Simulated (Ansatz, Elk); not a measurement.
# K3Sc: X-ray structure factors from the self-consistent density, part 2 of 2

Structure refinements treat a crystal as free atoms side by side. For a made-up structure of K3Sc (cell and positions from a r2SCAN relaxation) the runs below show what the calculated density changes in F(hkl).

Elk 11.2.3 (patched build); all-electron DFT.

So far: Starting point; Ground state and structure factors; The highest occupied states alone.

The structure was built from a prototype and need not be the compound's stable phase.

### Step 4. Another functional

Level of this step: DFT, LDA (Perdew-Wang), all-electron APW+lo, Dirac cores, scalar-relativistic bands, static density, no spin (Elk).

The difference from free atoms is small, so it is set against the change that LDA (Perdew-Wang) makes.

Contents of elk.in:

```
tasks
  0
  195

xctype
  3

spinpol
  .false.

rgkmax
  7.0

gmaxvr
  14.0

lmaxo
  7

lmaxapw
  8

swidth
  0.002

tshift
  .false.

ramdisk
  .false.

hmaxvr
  5.5

maxscl
  120

epspot
  1e-06

sppath
  './'

avec
  -0.00000000000 9.07181835614 9.07181835614
  9.07181835614 -0.00000000000 9.07181835614
  9.07181835614 9.07181835614 -0.00000000000

atoms
  2
  'Sc.in'
  1
  -0.0000000000 0.0000000000 0.0000000000   0.000000 0.000000 0.000000
  'K.in'
  3
  0.5000000000 0.5000000000 0.5000000000   0.000000 0.000000 0.000000
  0.7500000000 0.7500000000 0.7500000000   0.000000 0.000000 0.000000
  0.2500000000 0.2500000000 0.2500000000   0.000000 0.000000 0.000000

ngridk
  4 4 4
```

Launch:

```
> OMP_NUM_THREADS=4 elk
```

Numbers of over 12 decimals in the logs are rounded to 6 here.

Log:

```text
┌─────────────────────────┐
│ Elk code version 11.2.3 │
└─────────────────────────┘

All units are atomic (Hartree, Bohr, etc.)

┌─────────────────────────────────────────────────┐
│ Ground-state run starting from atomic densities │
└─────────────────────────────────────────────────┘

Lattice vectors :
  -0.000000000       9.071818356       9.071818356
   9.071818356      -0.000000000       9.071818356
   9.071818356       9.071818356      -0.000000000

Reciprocal lattice vectors :
 -0.3463024203      0.3463024203      0.3463024203
[...]
valence                     :    38.00000000
 interstitial                :    6.348473865
 muffin-tins (core leakage)
  species : 1 (Sc)
[...]
species : 2 (K)
[...]
atom 2                    :    17.56907274     ( -0.3353705553E-05)
   atom 3                    :    17.56907274     ( -0.3353705553E-05)
 total in muffin-tins        :    71.65152614
 total calculated charge     :    78.00000068
 total charge                :    78.00000000
 error                       :   0.6751552775E-06

┌──────────────────────────────┐
│ Self-consistent loop stopped │
└──────────────────────────────┘

Wrote STATE.OUT
[key lines of the parts left out:]
total energy                :     -2564.2168998552
```

Wall time 22 s (4 threads of Arm Neoverse V1, shared host); peak memory 0.24 GiB; 42 s of CPU time.

Against the first run R = 0.11 %; the largest change is -0.061 at 400.

### Step 5. Basis size

The basis and the expansions that go with it are enlarged, to see whether the differences are converged.

elk.in, as its differences from that of step 4:

```diff
@@ -5,3 +5,3 @@
 xctype
-  3
+  20
 
@@ -11,12 +11,12 @@
 rgkmax
-  7.0
+  8.5
 
 gmaxvr
-  14.0
+  18.0
 
 lmaxo
-  7
+  9
 
 lmaxapw
-  8
+  10
```

Launch:

```
> OMP_NUM_THREADS=4 elk
```

Log:

```text
┌─────────────────────────┐
│ Elk code version 11.2.3 │
└─────────────────────────┘

All units are atomic (Hartree, Bohr, etc.)

┌─────────────────────────────────────────────────┐
│ Ground-state run starting from atomic densities │
└─────────────────────────────────────────────────┘

Lattice vectors :
  -0.000000000       9.071818356       9.071818356
   9.071818356      -0.000000000       9.071818356
   9.071818356       9.071818356      -0.000000000

Reciprocal lattice vectors :
 -0.3463024203      0.3463024203      0.3463024203
[...]
valence                     :    38.00000000
 interstitial                :    6.311864163
 muffin-tins (core leakage)
  species : 1 (Sc)
[...]
species : 2 (K)
[...]
atom 2                    :    17.58506169     ( -0.1017803868E-06)
   atom 3                    :    17.58506169     ( -0.1017803868E-06)
 total in muffin-tins        :    71.68813584
 total calculated charge     :    78.00000128
 total charge                :    78.00000000
 error                       :   0.1278518369E-05

┌──────────────────────────────┐
│ Self-consistent loop stopped │
└──────────────────────────────┘

Wrote STATE.OUT
[key lines of the parts left out:]
total energy                :     -2570.5197085467
```

Run time: 97 s. Hardware: 4 threads; peak memory 0.64 GiB; 3.1 min of CPU time.

Against the first run R = 0.01 %; the largest change is -0.008 at 660.

### Step 6. A coarser k-mesh

About half the k-points along each axis test the sampling.

elk.in, as its differences from that of step 5:

```diff
@@ -11,12 +11,12 @@
 rgkmax
-  8.5
+  7.0
 
 gmaxvr
-  18.0
+  14.0
 
 lmaxo
-  9
+  7
 
 lmaxapw
-  10
+  8
 
@@ -60,2 +60,2 @@
 ngridk
-  4 4 4
+  2 2 2
```

Launch:

```
> OMP_NUM_THREADS=4 elk
```

Log:

```text
┌─────────────────────────┐
│ Elk code version 11.2.3 │
└─────────────────────────┘

All units are atomic (Hartree, Bohr, etc.)

┌─────────────────────────────────────────────────┐
│ Ground-state run starting from atomic densities │
└─────────────────────────────────────────────────┘

Lattice vectors :
  -0.000000000       9.071818356       9.071818356
   9.071818356      -0.000000000       9.071818356
   9.071818356       9.071818356      -0.000000000

Reciprocal lattice vectors :
 -0.3463024203      0.3463024203      0.3463024203
[...]
valence                     :    38.00000000
 interstitial                :    6.268760650
 muffin-tins (core leakage)
  species : 1 (Sc)
[...]
species : 2 (K)
[...]
atom 2                    :    17.58273459     ( -0.1018785056E-06)
   atom 3                    :    17.58273459     ( -0.1018785056E-06)
 total in muffin-tins        :    71.73123935
 total calculated charge     :    77.99998294
 total charge                :    78.00000000
 error                       :   0.1705861514E-04

┌──────────────────────────────┐
│ Self-consistent loop stopped │
└──────────────────────────────┘

Wrote STATE.OUT
[key lines of the parts left out:]
total energy                :     -2570.5183799265
```

It took 30 s on 4 threads; peak memory 0.25 GiB.

Against the first run R = 0.12 %; the largest change is +0.053 at 311.

### Step 7. Settings against the effect

| run | R against the first run (%) | R against neutral atoms, low angle (%) | wall time |
| --- | --- | --- | --- |
| PBE, rgkmax 7 | 0.00 | 0.30 | 35 s |
| LDA (Perdew-Wang) | 0.11 | 0.21 | 22 s |
| rgkmax 8.5 with larger expansions | 0.01 | 0.29 | 97 s |
| k-mesh 2×2×2 | 0.12 | 0.22 | 30 s |

### Step 8. Summary of results

```
R against neutral atoms, sin θ/λ < 0.3 Å⁻¹ : 0.30 %
R against neutral atoms, 0.3 to 0.83 Å⁻¹   : 0.26 %
```

Independent neutral atoms miss the calculated amplitudes by R = 0.30 % below 0.3 Å⁻¹ and 0.26 % from there to 0.83 Å⁻¹; by shells, 0.29 % below 0.15 Å⁻¹ (3 forms), 0.30 % 0.15 to 0.3 (9 forms), 0.20 % 0.3 to 0.45 (19 forms), 0.27 % above 0.45 (112 forms). Bonding, aspherical density and the tables' own atoms all enter these figures, and the runs don't part them. The largest change of an amplitude is -0.14 electrons, at 220. The window's part falls from 6.0 electrons at the origin to at most 0.07 between 0.45 and 0.83 Å⁻¹. Below 0.3 Å⁻¹ the changes that finished (LDA (Perdew-Wang), rgkmax 8.5 with larger expansions and k-mesh 2×2×2) move F by R = 0.15 % at most, against the 0.30 % that separates it from free atoms, so the difference from free atoms is only partly resolved. A single amplitude moves by up to 0.06 electrons, against 0.14 for the largest difference from free atoms. Part of the difference isn't bonding: the tables are fits to free atoms and ions calculated by other methods than this functional. Thermal motion, anomalous dispersion and extinction are left out.

[Logs are printed without paths, hosts, clocks, repeated set-up lines and the standing remarks that a program may print on its own settings, such as how far it seeks lower states.]

[Hosts, paths, dates, database ids (printed as entryN), source tags and the programs' standing remarks are cut or masked in the printed files.]
